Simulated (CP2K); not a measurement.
Consider acetonitrile monohydrate at its PBE geometry (Å).

```xyz
9

C    -0.8512    1.5426    1.1268
C    -0.1570    0.6170    0.2486
N     0.3967   -0.1305   -0.4470
O     1.1075   -2.7987   -1.5023
H    -1.2961    0.9930    1.9668
H    -0.1512    2.2897    1.5223
H    -1.6505    2.0601    0.5802
H     1.6902   -2.6940   -2.2713
H     0.9115   -1.8792   -1.2241
```

Method: CP2K XAS_TDP, all-electron GAPW, PBEh(45%), aug-cc-pVDZ, TDA, GW2X-corrected core level, no relativity.

**Question.** Predict the bright core excitations at the C K edge.

Leading lines: C1 291.60 eV and C2 289.42 eV. The leading line of an atom is its first one with 35 % of the strongest within 2.5 eV of its lowest line over the strength cut. Core ionisation energies at this level: C1 294.35 and C2 294.62 eV.

The first six lines of each atom with a strength over 0.0015:

| atom | energy (eV) | states | strength, one atom | above the computed threshold |
| --- | --- | --- | --- | --- |
| C1 (bonded to C and 3 H) | 291.60 | 2 | 0.0190 |  |
|  | 292.91 | 1 | 0.0156 |  |
|  | 292.93 | 1 | 0.0162 |  |
|  | 293.53 | 1 | 0.0383 |  |
|  | 294.37 | 1 | 0.0057 | yes |
|  | 294.54 | 1 | 0.0045 | yes |
| C2 (bonded to C and N) | 289.42 | 1 | 0.0565 |  |
|  | 289.45 | 1 | 0.0563 |  |
|  | 294.28 | 1 | 0.0021 |  |
|  | 294.62 | 1 | 0.0047 |  |
|  | 294.90 | 1 | 0.0051 | yes |
|  | 294.96 | 1 | 0.0058 | yes |

Lines are vertical, at one geometry, with no vibrational structure. GW2X ionisation energies and lines can be off by 1 to 2 eV either way, and a good line position may hide errors that cancel. These values hold no scalar relativity, about 0.1 eV for C 1s. Rydberg lines, and the discretised continuum above threshold, depend on the basis and the box. This is one low-energy arrangement of the cluster, relaxed without a dispersion correction; others exist.

[Banner, clock and machine lines of the logs are left out without a mark of their own.]

[Logs are printed without paths, hosts, clocks, repeated set-up lines and the standing remarks that a program may print on its own settings, such as how far it seeks lower states.]

[Hosts, paths, dates, database ids (printed as entryN), source tags and the programs' standing remarks are cut or masked in the printed files.]
